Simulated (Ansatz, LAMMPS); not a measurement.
# A vacancy of O at several sites of glassy 32CaO-68Al2O3 (mol %) (113 atoms), part 3 of 3

At which site of glassy 32CaO-68Al2O3 (mol %) (113 atoms) does a vacancy of O cost least, and what about the site decides it?

Ansatz 0.2.0; Kohn-Sham DFT, PBE, PAW (set soft_2), plane waves.

The cell: 9 Ca, 38 Al and 66 O. The quench rate of 50 K/ps far exceeds what a furnace or splat quench reaches. The network of bonds at the start is that of the classical potential that made the cell. The Brillouin zone is sampled at Γ only, in a cell whose shortest periodic width is 11 Å.

So far. Step 7 (Vacancy of O, site O88): The relaxation converged after 12 steps, 0.645 eV below its start, with a largest force component of 0.034 eV/Å.

**8. Vacancy of O, site O89**

The site has 3 bonded neighbours (Al3) at 1.84 Å on average. 

input.yaml

```yaml
crystal:
  lattice:
    - [10.776, 0.0, 0.0]
    - [0.0, 10.776, 0.0]
    - [0.0, 0.0, 10.776]
  atoms:
    [... atom lines 1 to 85 left out ...]
    - { symbol: O, position: [0.24811, 0.31171, 0.13921] }
    - { symbol: O, position: [0.92783, 0.78526, 0.65485] }
    - { symbol: O, position: [0.74679, 0.10532, 0.39262] }
    - { symbol: O, position: [0.47798, 0.77377, 0.00263] }
    - { symbol: O, position: [0.9559, 0.03943, 0.95142] }
    - { symbol: O, position: [0.20679, 0.15249, 0.80017] }
    - { symbol: O, position: [0.15031, 0.8783, 0.52158] }
    [... atom lines 93 to 112 left out ...]
magnetization:
  spin_polarized: true
kpoints:
  mp_grid: { grid: [1, 1, 1] }
hamiltonian:
  xc: pbe
scf:
  occupations: { method: fermi_dirac, width: 0.025 }
  lower_state_search: "off"
output:
  forces: true
  eigenvalues: true
relax:
  f_tol: 0.05
  max_steps: 90
```

Launch:

```sh
$ ansatz run input.yaml --threads 4 --pin off --max-ram 8192MiB --backend cpu --events-out ev --progress --plain --runs-dir out
```

Numbers of over 12 decimals in the logs are rounded to 6 here.

Log:

```text
[...]
Crystal: 112 atoms, lattice volume = 1251.333 Å³
Basis set: ecut = 420 eV, 24405 PW (Γ), exchange–correlation on 150×150×150 points (8 copies of the dense FFT grid, shifted against one another)
Bands: 410, of which v1, the nominal top of the filled ones, is band 297 counted from 1 (296 counted from 0)
Symmetry: 1 space group operations
[...]
k-points: 1
[...]
Starting moments: Σ|m| = 1.8 μB on 3 of 112 sites
[...]
SCF iter   1: F=—  HF=-73874.961231 eV  |F-HF|=—  |Δ(HF+E_count)|=         —  Δρ=5.08e-2 (↑5.08e-2 ↓5.07e-2)  dr2=2.24e2  dr2_m=7.20e-2  M=0.000 μB ∫|m|=0.318 μB  β_m=0.30  ethr=3.10e-3  ⟨swp⟩=8.0  Hψ=3821  notcnv=0  defer=174
[...]
SCF iter   8: F=—  HF=-73815.913593 eV  |F-HF|=—  |Δ(HF+E_count)|=   2.60e-2  Δρ=2.14e-4 (↑2.11e-4 ↓2.14e-4)  dr2=2.73e-3  dr2_m=4.21e-5  M=0.000 μB ∫|m|=0.009 μB  β_m=0.65  ethr=5.57e-6  ⟨swp⟩=3.0  Hψ=1209  notcnv=0  defer=218
[...]
SCF iter  11: F=-73815.915276 eV  HF=-73815.915271 eV  |F-HF|=5.52e-6  |Δ(HF+E_count)|=   1.62e-5  Δρ=1.64e-5 (↑1.64e-5 ↓1.63e-5)  dr2=1.30e-5  dr2_m=5.65e-7  M=0.000 μB ∫|m|=0.001 μB  β_m=0.77  ethr=1.05e-8  ⟨swp⟩=17.5  Hψ=5209  notcnv=0
SCF iter  12: F=-73815.915281 eV  HF=-73815.915279 eV  |F-HF|=1.36e-6  |Δ(HF+E_count)|=   8.73e-6  Δρ=6.99e-6 (↑5.95e-6 ↓6.99e-6)  dr2=2.33e-6  dr2_m=9.25e-8  M=0.000 μB ∫|m|=0.001 μB  ethr=2.18e-9  ⟨swp⟩=3.0  Hψ=2572  notcnv=0
[...]
SCF 1 converged in 12 iterations: F = -73815.915281 eV  dr2 = 2.33e-6
[...]
relax step   1: F+E_penalty+E_count = -73815.91528070 eV  Δ(F+E_penalty+E_count) = +0.000e0 eV  max|allowed force component| = 4.898e-1 eV/Å  Δτ_max = 0.0000 Å  (12 SCF iters, dr2 threshold 6.25e-5 eV, accepted)
[... from here on, the SCF cycles and remarks between the steps are left out ...]
relax step   2: F+E_penalty+E_count = -73815.95722887 eV  Δ(F+E_penalty+E_count) = -4.195e-2 eV  max|allowed force component| = 3.689e-1 eV/Å  Δτ_max = 0.0572 Å  (5 SCF iters, dr2 threshold 1.50e-5 eV, accepted)
relax step   3: F+E_penalty+E_count = -73815.99045226 eV  Δ(F+E_penalty+E_count) = -3.322e-2 eV  max|allowed force component| = 2.093e-1 eV/Å  Δτ_max = 0.0822 Å  (6 SCF iters, dr2 threshold 8.51e-6 eV, accepted)
relax step   4: F+E_penalty+E_count = -73816.01779169 eV  Δ(F+E_penalty+E_count) = -2.734e-2 eV  max|allowed force component| = 3.915e-1 eV/Å  Δτ_max = 0.1117 Å  (6 SCF iters, dr2 threshold 1.41e-5 eV, accepted)
relax step   5: F+E_penalty+E_count = -73815.90524277 eV  Δ(F+E_penalty+E_count) = +1.125e-1 eV  max|allowed force component| = 5.259e-1 eV/Å  Δτ_max = 0.2000 Å  (7 SCF iters, dr2 threshold 4.93e-5 eV, rejected (line search))
relax step   6: F+E_penalty+E_count = -73816.07407455 eV  Δ(F+E_penalty+E_count) = -5.628e-2 eV  max|allowed force component| = 1.084e-1 eV/Å  Δτ_max = 0.0966 Å  (10 SCF iters, accepted)
relax step   7: F+E_penalty+E_count = -73816.01771963 eV  Δ(F+E_penalty+E_count) = +5.635e-2 eV  max|allowed force component| = 2.392e-1 eV/Å  Δτ_max = 0.1000 Å  (10 SCF iters, rejected (line search))
relax step   8: F+E_penalty+E_count = -73816.08239267 eV  Δ(F+E_penalty+E_count) = -8.318e-3 eV  max|allowed force component| = 1.108e-1 eV/Å  Δτ_max = 0.0364 Å  (9 SCF iters, accepted)
relax step   9: F+E_penalty+E_count = -73816.07889181 eV  Δ(F+E_penalty+E_count) = +3.501e-3 eV  max|allowed force component| = 1.090e-1 eV/Å  Δτ_max = 0.0500 Å  (8 SCF iters, rejected (line search))
relax step  10: F+E_penalty+E_count = -73816.08546065 eV  Δ(F+E_penalty+E_count) = -3.068e-3 eV  max|allowed force component| = 5.844e-2 eV/Å  Δτ_max = 0.0201 Å  (8 SCF iters, accepted)
relax step  11: F+E_penalty+E_count = -73816.08531925 eV  Δ(F+E_penalty+E_count) = +1.414e-4 eV  max|allowed force component| = 4.142e-2 eV/Å  Δτ_max = 0.0250 Å  (7 SCF iters, accepted)
SCF converged after 7 iterations
Magnetization: 0.0000 μB (297.0000 up, 297.0000 down)
Absolute magnetization: 0.0000 μB (∫|ρ↑−ρ↓|, with the PAW one-centre terms)
[...]
Per-site moments (μB) at R_I (Å): [(4.578009323953033e-10, 0.941275), (1.6424198605605435e-9, 0.957852), (1.0067355528569239e-9, 0.951043), (7.568954926732341e-10, 0.916254), (-2.5859737015641307e-10, 0.916961), [...]
Free energy (F): -73816.085319 eV
[...]
Internal energy: -73816.085319 eV  (E = F + TS)
E sigma→0 (E₀):  -73816.085319 eV
Fermi energy:    8.587835 eV
[...]
Σ components = -73816.085319   (vs F -73816.085319, Δ=0.00e0)
--- Forces (eV/Å), atoms counted from 1 ---
  atom   1  Ca    -0.00476380    -0.01849425     0.00855548
  atom   2  Ca     0.00610763     0.00729405    -0.02378324
  atom   3  Ca     0.00081474    -0.01007238    -0.00332463
  atom   4  Ca    -0.01401817     0.01984394     0.00423385
[...]
atom 112  O     -0.00866736     0.01351320     0.00624169
  max |Σ_I F_I| component: 2.70e-4 eV/Å
--- Band table (eV) ---
[...]
--- Relaxed structure (11 steps of the walk, 8 accepted, 0 SCFs on fresh bases) ---
  F+E_penalty+E_count = -73816.08531925 eV   max|allowed force component| = 4.142e-2 eV/Å
  atoms:
    - { symbol: Ca, position: [0.903386, 0.626620, 0.061750] }
    - { symbol: Ca, position: [0.698865, 0.931525, 0.232401] }
    - { symbol: Ca, position: [0.815562, 0.877883, 0.898389] }
    - { symbol: Ca, position: [0.053045, 0.907836, 0.154609] }
[...]
- { symbol: O, position: [0.756966, 0.778159, 0.083163] }
```

Wall time 5.7 min (4 threads of Arm Neoverse V2, shared host); peak memory 2.8 GiB.

The relaxation converged after 11 steps, 0.170 eV below its start, with a largest force component of 0.041 eV/Å.

**9. Vacancy of O, site O49**

The site has 4 bonded neighbours (CaAl3) at 2.13 Å on average. 

Input and log are left out; they have the form of those shown for this kind of step.

It took 6.3 min on 4 threads of Arm Neoverse V2, shared host; peak memory 2.7 GiB; 25 min of CPU time.

The relaxation converged after 12 steps, 0.414 eV below its start, with a largest force component of 0.026 eV/Å.

**10. The sites compared**

All these cells hold the same atoms, so their energies can be compared with no chemical potential.

| site | neighbours | mean distance (Å) | atoms within 6 Å | energy over the best site (eV) | before relaxation (eV) | gain on relaxing (eV) |
| --- | --- | --- | --- | --- | --- | --- |
| O88 | CaAl3 | 1.99 | 72 | 0.00 | 0.00 | 0.64 |
| O49 | CaAl3 | 2.13 | 79 | 0.31 | 0.07 | 0.41 |
| O68 | Al3 | 1.82 | 83 | 0.41 | 0.02 | 0.25 |
| O77 | Ca3Al2 | 2.38 | 80 | 0.45 | 0.03 | 0.23 |
| O89 | Al3 | 1.84 | 79 | 0.70 | 0.22 | 0.17 |

Neighbours are those of the relaxed host within 2.49 Å (O-Al), 3.08 Å (O-Ca); other pairs aren't counted.

**11. Findings**

The cheapest site is O88 (4 neighbours, CaAl3); the dearest, O89 (3 neighbours, Al3), costs 0.70 eV more. By coordination the energies over the best site are 0.41 to 0.70 eV with 3 neighbours, 0.00 to 0.31 eV with 4 neighbours and 0.45 eV with 5 neighbours. Relaxation gains 0.17 to 0.64 eV and leaves the best site the same; before relaxing the sites lay within 0.22 eV, so most of the preference arises as the atoms move.

Caveats: Defects are neutral and interact with their images. The reference ran with fixed occupations, but 5 of the 5 defect cells with fermi-dirac smearing of 0.025 eV, spin polarised. In a disordered cell the relaxation can also rearrange atoms far from the site. In the spin-polarised runs the search for a state of lower energy was switched off. Only 5 of the 66 O sites were tried; unless symmetry makes the others alike to these, a cheaper one may exist. The pressure of 4.3 GPa means that a free cell would grow at this level.

The DFT runs together took 35 min of wall time.

[Logs are printed without paths, hosts, clocks, repeated set-up lines and the standing remarks that a program may print on its own settings, such as how far it seeks lower states.]

[Hosts, paths, dates, database ids (printed as entryN), source tags and the programs' standing remarks are cut or masked in the printed files.]
